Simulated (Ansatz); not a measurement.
# Br on Fe(100): change of the work function, part 4 of 5

How does Br on the hollow site change the work function of Fe(100) as the layer fills?

Ansatz 0.2.0; plane-wave DFT, PBE, Ansatz PAW (the session's first sound run).

So far, work function, upper face (eV): step 2 (the clean slab) 3.86; step 3 (21 atoms, coverage 0.25 ML, cell 2x2) 4.29; step 4 (22 atoms, coverage 0.5 ML, cell 2x2) 4.63.

## Step 5: Adsorbate added, k-mesh 10×10×1, coverage 1 ML

System of this step: Br/Fe(100). The cell holds 6 atoms: 5 Fe and 1 Br. Cell: a = 2.870 Å, b = 2.870 Å, c = 25.333 Å, α = 90.0°, β = 90.0°, γ = 90.0°. Vacuum lies along c.

Another coverage, to see how the dipoles act on each other as their distance changes.

input.yaml

```yaml
crystal:
  lattice:
    - [2.87, 0.0, 0.0]
    - [0.0, 2.87, 0.0]
    - [0.0, 0.0, 25.3334265449]
  atoms:
    - { symbol: Fe, position: [0.0, 0.0, 0.3552618507], spin: 2.97 }
    - { symbol: Fe, position: [0.5, 0.5, 0.4119063792], spin: 2.38 }
    - { symbol: Fe, position: [0.0, 0.0, 0.4678738623], spin: 2.5 }
    - { symbol: Fe, position: [0.5, 0.5, 0.5246654936], spin: 2.31 }
    - { symbol: Fe, position: [0.0, 0.0, 0.577716009], spin: 2.92 }
    - { symbol: Br, position: [0.5, 0.5, 0.6447381493] }
magnetization:
  spin_polarized: true
kpoints:
  mp_grid: { grid: [10, 10, 1] }
hamiltonian:
  xc: pbe
scf:
  occupations: { method: fermi_dirac, width: 0.1 }
  convergence: { dr2_threshold: 1.0e-08 }
efield:
  axis: 3
  dipole_correction: true
  ramp_position: 0.97
  ramp_width: 0.06
relax:
  f_tol: 0.02
  max_steps: 60
  constraints: [{ sites: [0, 1] }]
output:
  bader: true
  write_potential: true
  write_density: true
  volumetric_format: npy
```

Started as:

```
> ansatz run input.yaml --threads 4 --pin off --max-ram 12288MiB --backend cpu --events-out ev --progress --plain --runs-dir out
```

Numbers of over 12 decimals in the logs are rounded to 6 here.

The log of the run:

```text
[...]
Crystal: 6 atoms, lattice volume = 208.669 Å³
Basis set: ecut = 420 eV, 4073 PW (Γ), exchange–correlation on 40×40×360 points (8 copies of the dense FFT grid, shifted against one another)
Bands: 61, of which v1, the nominal top of the filled ones, is band 44 counted from 1 (43 counted from 0)
[...]
--- Bader charges: 6 sites ---
  site symbol  charge [e]  shift [e]    m [muB]
     0     Fe      0.0520     0.0001     3.1037
     1     Fe     -0.0515     0.0001     2.3825
     2     Fe      0.0013     0.0000     2.3338
     3     Fe      0.0152     0.0001     2.4701
     4     Fe      0.3685     0.0008     2.8025
     5     Br     -0.3854     0.0009     0.1697
  estimated error of the sums over rays = 3.3e-4 e
[key lines of the parts left out:]
SCF converged after 10 iterations
Magnetization: 13.2623 μB (50.1312 up, 36.8688 down)
Free energy (F): -25183.465511 eV
Fermi energy:    3.481842 eV
Dipole field:    D = -0.019561 V/Å  (p = -0.022558 e·Å, saw-weighted, corrected)
Work function:   Φ+ = 4.3994 eV   Φ− = 3.9038 eV
```

Run time: 62 s. Hardware: 4 threads of Intel Xeon 6975P-C (Granite Rapids), shared host; peak memory 0.91 GiB.

The steps of the relaxation:

```tsv
step	energy less that of the first step (eV)	largest force component (eV/Å)
1	0.0000	0.8338
2	-0.0394	0.5227
3	-0.0542	0.2094
4	-0.0645	0.0351
5	-0.0647	0.0389
6	-0.0648	0.0005
```

The run keeps the 8 symmetry operations that it works with, so distortions that break them were not tested.

The atoms that moved most (Å):

```tsv
atom	dx	dy	dz	length
Br6	0.000	0.000	0.192	0.192
Fe5	0.000	0.000	0.131	0.131
Fe4	0.000	0.000	-0.025	0.025
Fe3	0.000	0.000	0.019	0.019
```

The relaxation took 6 steps and lowered the energy by 0.065 eV; the largest force on the free atoms ends at 4.7e-4 eV/Å.

The covered face has 4.40 eV, +0.54 eV against the clean one; the bare back face has moved by +0.07 eV, a measure of how thin the slab is.

## Step 6: Work function against coverage

This step: plane-wave DFT, PBE, Ansatz PAW; work function against coverage (Ansatz 0.2.0).

The runs are now put side by side.

This step gave:

- work function of the clean face: 3.856 eV
- largest change of the work function: 0.7749 eV

Table of work function of the covered face by coverage:

```tsv
coverage (adsorbates/nm²)	work function of the covered face (eV)
0.00	3.86
3.04	4.29
6.07	4.63
12.14	4.40
```

The dipole per adsorbate comes from the change of the cell's dipole. Coverage, by row:

```tsv
coverage (1/nm²)	coverage (ML)	work function (eV)	change (eV)	dipole per adsorbate, positive end outwards (debye)	mean height of the added atoms over the highest substrate atom (Å)
3.035	0.25	4.292	0.4359	-0.348	1.848
6.07	0.5	4.631	0.7749	-0.309	1.8
12.14	1	4.399	0.5432	-0.103	1.759
```

## Step 7: The 0.25 ML cell at another level of theory, cutoff 500 eV, functional r2SCAN

This step: plane-wave DFT, r2SCAN, Ansatz PAW (Ansatz 0.2.0).

System of this step: Br/Fe(100). The cell holds 21 atoms: 20 Fe and 1 Br. Its edges and angles: a = 5.740 Å, b = 5.740 Å, c = 25.333 Å, α = 90.0°, β = 90.0°, γ = 90.0°. Vacuum lies along c.

The geometry is kept and the functional is r2SCAN; other changes against the main runs: cutoff 420 → 500.

input.yaml

```yaml
crystal:
  lattice:
    - [5.74, 0.0, 0.0]
    - [0.0, 5.74, 0.0]
    - [0.0, 0.0, 25.3334265449]
  atoms:
    - { symbol: Fe, position: [0.0, 0.0, 0.3552618507], spin: 2.5 }
    - { symbol: Fe, position: [0.25, 0.25, 0.4119063792], spin: 2.5 }
    - { symbol: Fe, position: [-0.0021993891, -0.0021993891, 0.4683164813], spin: 2.5 }
    - { symbol: Fe, position: [0.25, 0.25, 0.5217534502], spin: 2.5 }
    - { symbol: Fe, position: [0.0042266015, 0.0042266015, 0.5792653234], spin: 2.5 }
    - { symbol: Fe, position: [0.0, 0.5, 0.3552618507], spin: 2.5 }
    - { symbol: Fe, position: [0.25, 0.75, 0.4119063792], spin: 2.5 }
    - { symbol: Fe, position: [-0.0021993891, 0.5021993891, 0.4683164813], spin: 2.5 }
    - { symbol: Fe, position: [0.25, 0.75, 0.5246800437], spin: 2.5 }
    - { symbol: Fe, position: [0.0042266015, 0.4957733985, 0.5792653234], spin: 2.5 }
    - { symbol: Fe, position: [0.5, 0.0, 0.3552618507], spin: 2.5 }
    - { symbol: Fe, position: [0.75, 0.25, 0.4119063792], spin: 2.5 }
    - { symbol: Fe, position: [0.5021993891, -0.0021993891, 0.4683164813], spin: 2.5 }
    - { symbol: Fe, position: [0.75, 0.25, 0.5246800437], spin: 2.5 }
    - { symbol: Fe, position: [0.4957733985, 0.0042266015, 0.5792653234], spin: 2.5 }
    - { symbol: Fe, position: [0.5, 0.5, 0.3552618507], spin: 2.5 }
    - { symbol: Fe, position: [0.75, 0.75, 0.4119063792], spin: 2.5 }
    - { symbol: Fe, position: [0.5021993891, 0.5021993891, 0.4683164813], spin: 2.5 }
    - { symbol: Fe, position: [0.75, 0.75, 0.5259577487], spin: 2.5 }
    - { symbol: Fe, position: [0.4957733985, 0.4957733985, 0.5792653234], spin: 2.5 }
    - { symbol: Br, position: [0.25, 0.25, 0.6521939561] }
magnetization:
  spin_polarized: true
kpoints:
  mp_grid: { grid: [5, 5, 1] }
hamiltonian:
  xc: r2scan
scf:
  occupations: { method: fermi_dirac, width: 0.1 }
  convergence: { dr2_threshold: 1.0e-08 }
efield:
  axis: 3
  dipole_correction: true
  ramp_position: 0.97
  ramp_width: 0.06
output:
  write_potential: true
  write_density: true
  volumetric_format: npy
```

The log of the run:

```text
[...]
Crystal: 21 atoms, lattice volume = 834.676 Å³
Basis set: ecut = 500 eV, 21241 PW (Γ), exchange–correlation on 180×180×768 points (64 copies of the dense FFT grid, shifted against one another)
Bands: 227, of which v1, the nominal top of the filled ones, is band 164 counted from 1 (163 counted from 0)
Symmetry: 8 space group operations
k-points: 6 of 25
[...]
Starting moments: Σ|m| = 50 μB on 20 of 21 sites
[...]
SCF iter   1: F=—  HF=-92493.010909 eV  |F-HF|=—  |Δ(HF+E_count)|=         —  Δρ=5.28e-2 (↑2.42e-2 ↓5.28e-2)  dr2=5.68e1  dr2_τ=2.18e-1  dr2_m=9.97e0  M=54.090 μB ∫|m|=55.061 μB  β_m=1.00  ethr=3.10e-3  p=-0.000 e·Å  D=-9.14e-8 V/Å  ΔV_dip=0.00 eV  dr2_dipole=7.36e-2  V_vac-E_F(+/−)=7.46/7.46 eV  ⟨swp⟩=9.2  Hψ=14530  notcnv=0  defer=194
[...]
SCF iter  23: F=-92503.419822 eV  HF=-92503.419822 eV  |F-HF|=3.25e-9  |Δ(HF+E_count)|=  3.78e-10  Δρ=2.62e-7 (↑7.68e-8 ↓2.62e-7)  dr2=3.32e-9  dr2_τ=6.29e-12  dr2_m=8.49e-11  M=57.589 μB ∫|m|=62.898 μB  ethr=1.00e-12  p=-0.073 e·Å  D=-1.58e-2 V/Å  ΔV_dip=0.40 eV  dr2_dipole=7.25e-11  V_vac-E_F(+/−)=4.15/3.75 eV  ⟨swp⟩=5.2  Hψ=7656  notcnv=0
SCF 1 converged in 23 iterations: F = -92503.419822 eV  dr2 = 3.32e-9
[...]
this state was not tested for a lower state beside it, because the mixer in use, unlike msr1, does not test its closes by its own steps (another_mixer; see scf.mixing.algorithm and scf.lower_state_search)
SCF converged after 23 iterations
an eigenvalue changed by more than its tolerance at an iteration that met the thresholds in force, so the SCF went on 2 times, its first undamped step at iteration 21: the last check found none over its tolerance
Magnetization: 57.5891 μB (192.2946 up, 134.7054 down)
Absolute magnetization: 62.9085 μB (∫|ρ↑−ρ↓|, with the PAW one-centre terms)
[...]
Per-site moments (μB) at R_I (Å): [(3.231487, 1.025266), (2.780767, 1.025266), (2.821619, 1.012421), (2.735300, 1.012421), (3.163290, 1.013093), (3.231487, 1.025266), (2.779356, 1.023880), (2.821619, 1.012421), (2.745116, 1.013093), (3.163290, 1.013093), (3.231487, 1.025266), (2.779356, 1.023880), (2.821619, 1.012421), (2.745116, 1.013093), (3.163290, 1.013093), (3.231487, 1.025266), (2.743391, 1.017841), (2.821619, 1.012421), (2.713089, 1.017349), (3.163290, 1.013093), (0.069682, 1.121647)]
Free energy (F): -92503.419822 eV
[...]
Internal energy: -92502.957411 eV  (E = F + TS)
E sigma→0 (E₀):  -92503.188616 eV
Entropy (-TS):   -0.462411 eV (-22.020 meV/atom)
Fermi energy:    2.694886 eV
Dipole field:    D = -0.015789 V/Å  (p = -0.072829 e·Å, saw-weighted, corrected)
Work function:   Φ+ = 4.1548 eV   Φ− = 3.7548 eV
[...]
--- Band table (eV; the first three rows and the last of 12) ---
  k-point 0 ↑: bands = [... 160 lower, 0.4619, 0.5679, 0.5679, 0.5817, 0.6033, 0.6961, 0.7087, 0.7222, ... 59 higher]
  k-point 1 ↑: bands = [... 160 lower, 0.5139, 0.5477, 0.5751, 0.5755, 0.6510, 0.6695, 0.6807, 0.7157, ... 59 higher]
  k-point 2 ↑: bands = [... 160 lower, 0.4674, 0.5037, 0.5257, 0.5637, 0.5777, 0.6065, 0.6395, 0.6563, ... 59 higher]
  k-point 5 ↓: bands = [... 160 lower, 4.5639, 4.6080, 4.6413, 4.6780, 4.7372, 4.7948, 4.8525, 4.8630, ... 59 higher]
```

Run time: 3.9 min. Hardware: 4 threads; peak memory 7.1 GiB; 14 min of CPU time.

Numbers from this step:

| Property | Result |
| --- | --- |
| energy at zero smearing | -92503.1886 eV |
| total moment | 57.59 μB |
| work function, upper face | 4.155 eV |
| work function, lower face | 3.755 eV |
| dipole along the normal | -0.07283 e·Å |
| step between the vacuum levels | 0.4000 eV |

Site moment by atom:

```tsv
atom	site moment (μB)
Fe1	3.23
Fe2	2.78
Fe3	2.82
Fe4	2.74
Fe5	3.16
Fe6	3.23
Fe7	2.78
Fe8	2.82
Fe9	2.75
Fe10	3.16
Fe11	3.23
Fe12	2.78
Fe13	2.82
Fe14	2.75
Fe15	3.16
Fe16	3.23
Fe17	2.74
Fe18	2.82
Fe19	2.71
Fe20	3.16
Br21	0.07
```

The work function comes to 4.15 eV, -0.14 eV from the first level.

## Step 8: The 0.25 ML cell at another level of theory, cutoff 1224.51 eV, functional PBE

This step: plane-wave DFT, PBE, norm-conserving (Ansatz 0.2.0).

The geometry is kept and the functional is PBE; other changes against the main runs: norm-conserving files and cutoff 420 → 1224.51.

input.yaml, as its differences from that of step 7:

```diff
@@ -32,3 +32,4 @@
 hamiltonian:
-  xc: r2scan
+  xc: pbe
+  pseudopotentials: { kind: nc }
 scf:
```

The log of the run:

```text
[...]
Crystal: 21 atoms, lattice volume = 834.676 Å³
Basis set: ecut = 1224.512381 eV, 81205 PW (Γ)
Bands: 227, of which v1, the nominal top of the filled ones, is band 164 counted from 1 (163 counted from 0)
Symmetry: 8 space group operations
k-points: 6 of 25
[...]
Starting moments: Σ|m| = 50 μB on 20 of 21 sites
[...]
SCF iter   1: F=—  HF=-71310.646672 eV  |F-HF|=—  |Δ(HF+E_count)|=         —  Δρ=7.62e-2 (↑4.86e-2 ↓7.62e-2)  dr2=2.51e2  dr2_m=2.17e1  M=50.261 μB ∫|m|=50.954 μB  β_m=0.30  ethr=3.10e-3  p=-0.000 e·Å  D=-6.78e-8 V/Å  ΔV_dip=0.00 eV  dr2_dipole=7.14e-1  V_vac-E_F(+/−)=8.66/8.66 eV  ⟨swp⟩=9.5  Hψ=14460  notcnv=0  defer=181
[...]
SCF iter  15: F=—  HF=-71301.287268 eV  |F-HF|=—  |Δ(HF+E_count)|=   4.68e-2  Δρ=8.28e-3 (↑3.31e-3 ↓8.28e-3)  dr2=1.89e0  dr2_m=1.92e-1  M=52.543 μB ∫|m|=54.802 μB  β_m=1.20  ethr=8.69e-5  p=-0.091 e·Å  D=-1.98e-2 V/Å  ΔV_dip=0.50 eV  dr2_dipole=4.05e-1  V_vac-E_F(+/−)=4.26/3.76 eV  ⟨swp⟩=1.8  Hψ=2894  notcnv=0  defer=280
[...]
spin-set hold released at iteration 15 (site moments contracting): the magnetisation degrees of freedom join the quasi-Newton model from the next iteration; the mixer history was flushed
SCF iter  16: F=—  HF=-71301.342707 eV  |F-HF|=—  |Δ(HF+E_count)|=   5.54e-2  Δρ=7.51e-3 (↑4.10e-3 ↓7.51e-3)  dr2=3.99e0  dr2_m=3.53e-2  M=52.968 μB ∫|m|=55.322 μB  β_m=0.43  ethr=8.69e-5  p=-0.090 e·Å  D=-1.96e-2 V/Å  ΔV_dip=0.50 eV  dr2_dipole=8.74e-1  V_vac-E_F(+/−)=4.25/3.75 eV  ⟨swp⟩=1.8  Hψ=3178  notcnv=0  defer=280
[...]
SCF iter  28: F=-71301.280277 eV  HF=-71301.280277 eV  |F-HF|=6.55e-10  |Δ(HF+E_count)|=   1.46e-9  Δρ=7.07e-8 (↑3.45e-8 ↓7.07e-8)  dr2=8.60e-11  dr2_m=1.80e-11  M=52.711 μB ∫|m|=55.088 μB  ethr=1.00e-12  p=-0.078 e·Å  D=-1.69e-2 V/Å  ΔV_dip=0.43 eV  dr2_dipole=2.20e-11  V_vac-E_F(+/−)=4.30/3.87 eV  ⟨swp⟩=3.9  Hψ=6694  notcnv=0
SCF 1 converged in 28 iterations: F = -71301.280277 eV  dr2 = 8.60e-11
WARN: The input density's exchange-correlation potential varies sharply where the density is thin. Do not read a vacuum level from v_tot or v_xc, or from such a field of the output density. On a cell that repeats whose density bears no net charge and no dipole along the vacuum's axis use v_es (v_loc + v_h of the components); under efield.dipole_correction with no amplitude use v_es + v_field, which holds any external [...]
SCF converged after 28 iterations
[...]
the last check of whether an eigenvalue changes by more than its tolerance under the output density was not made (no_room)
Magnetization: 52.7113 μB (189.8557 up, 137.1443 down)
Absolute magnetization: 55.0878 μB (∫|ρ↑−ρ↓|)
[...]
Per-site moments (μB) at R_I (Å): [(2.965161, 1.025266), (2.451544, 1.025266), (2.456602, 1.012421), (2.431534, 1.012421), (2.898504, 1.013093), (2.965161, 1.025266), (2.402170, 1.023880), (2.456602, 1.012421), (2.410726, 1.013093), (2.898504, 1.013093), (2.965161, 1.025266), (2.402170, 1.023880), (2.456602, 1.012421), (2.410726, 1.013093), (2.898504, 1.013093), (2.965161, 1.025266), (2.401515, 1.017841), (2.456602, 1.012421), (2.212609, 1.017349), (2.898504, 1.013093), (0.064004, 1.121647)]
Free energy (F): -71301.280277 eV
[...]
Internal energy: -71300.535871 eV  (E = F + TS)
E sigma→0 (E₀):  -71300.908074 eV
Entropy (-TS):   -0.744406 eV (-35.448 meV/atom)
Fermi energy:    2.570492 eV
Dipole field:    D = -0.016913 V/Å  (p = -0.078015 e·Å, saw-weighted, corrected)
Work function:   Φ+ = 4.2975 eV   Φ− = 3.8690 eV
[...]
--- Band table (eV; the first three rows and the last of 12) ---
  k-point 0 ↑: bands = [... 160 lower, 1.1975, 1.2560, 1.2869, 1.3111, 1.3111, 1.4031, 1.4617, 1.4878, ... 59 higher]
  k-point 1 ↑: bands = [... 160 lower, 1.2540, 1.2554, 1.2845, 1.2939, 1.3724, 1.3851, 1.4428, 1.4531, ... 59 higher]
  k-point 2 ↑: bands = [... 160 lower, 1.1734, 1.2171, 1.2542, 1.2874, 1.2987, 1.3137, 1.3264, 1.3789, ... 59 higher]
  k-point 5 ↓: bands = [... 160 lower, 3.9548, 3.9709, 3.9967, 4.0070, 4.0675, 4.0722, 4.0978, 4.1203, ... 59 higher]
```

It took 6.7 min on 4 threads; peak memory 11 GiB.

Numbers from this step:

```
energy at zero smearing        : -71300.9081 eV
total moment                   : 52.71 μB
work function, upper face      : 4.297 eV
work function, lower face      : 3.869 eV
dipole along the normal        : -0.07801 e·Å
step between the vacuum levels : 0.4285 eV
```

Site moment by atom:

```tsv
atom	site moment (μB)
Fe1	2.97
Fe2	2.45
Fe3	2.46
Fe4	2.43
Fe5	2.90
Fe6	2.97
Fe7	2.40
Fe8	2.46
Fe9	2.41
Fe10	2.90
Fe11	2.97
Fe12	2.40
Fe13	2.46
Fe14	2.41
Fe15	2.90
Fe16	2.97
Fe17	2.40
Fe18	2.46
Fe19	2.21
Fe20	2.90
Br21	0.06
```

The work function comes to 4.30 eV, +0.01 eV from the first level.

## Step 9: The 0.25 ML cell at another level of theory, cutoff 1320 eV, functional PBE

This step: plane-wave DFT, PBE, JTH PAW (Ansatz 0.2.0).

The geometry is kept and the functional is PBE; other changes against the main runs: JTH PAW files and cutoff 420 → 1320.

input.yaml, as its differences from that of step 8:

```diff
@@ -33,3 +33,3 @@
   xc: pbe
-  pseudopotentials: { kind: nc }
+  pseudopotentials: { kind: paw, source: jth }
 scf:
```

The log of the run:

```text
[...]
k-point 1 ↑: bands = [... 160 lower, 1.7064, 1.7166, 1.7453, 1.7490, 1.8245, 1.8439, 1.8954, 1.9086, ... 59 higher]
  k-point 2 ↑: bands = [... 160 lower, 1.6267, 1.6763, 1.7093, 1.7425, 1.7522, 1.7618, 1.7749, 1.8386, ... 59 higher]
  k-point 5 ↓: bands = [... 160 lower, 4.4225, 4.4237, 4.4519, 4.4703, 4.5149, 4.5361, 4.5582, 4.5904, ... 59 higher]
[key lines of the parts left out:]
SCF converged after 14 iterations
Magnetization: 52.8254 μB (189.9127 up, 137.0873 down)
Free energy (F): -92373.390683 eV
Fermi energy:    3.016992 eV
Dipole field:    D = -0.016424 V/Å  (p = -0.075759 e·Å, saw-weighted, corrected)
Work function:   Φ+ = 4.2859 eV   Φ− = 3.8699 eV
```

Run time: 5.6 min. Hardware: 4 threads; peak memory 10 GiB.

The work function comes to 4.29 eV, -0.01 eV from the first level.

## Step 10: Comparing the runs

Times are for 4 threads of Intel Xeon 6975P-C (Granite Rapids), shared host. Results by setting:

```tsv
no.	functional	work function, upper face (eV)	dipole along the normal (e·Å)	time	memory (GiB)
1	r2scan	4.155	-0.07283	3.9 min	7.1
2	pbe	4.297	-0.07801	6.7 min	11
3	pbe	4.286	-0.07576	5.6 min	10
```

(Continued in part 5 of 5.)

[Logs are printed without paths, hosts, clocks, repeated set-up lines and the standing remarks that a program may print on its own settings, such as how far it seeks lower states.]

[Hosts, paths, dates, database ids (printed as entryN), source tags and the programs' standing remarks are cut or masked in the printed files.]

[Maps of the electrostatic potential energy from Ansatz leave out the sawtooth potential of an applied field or a dipole correction, so their vacuum need not be flat; planar profiles and work functions include it.]
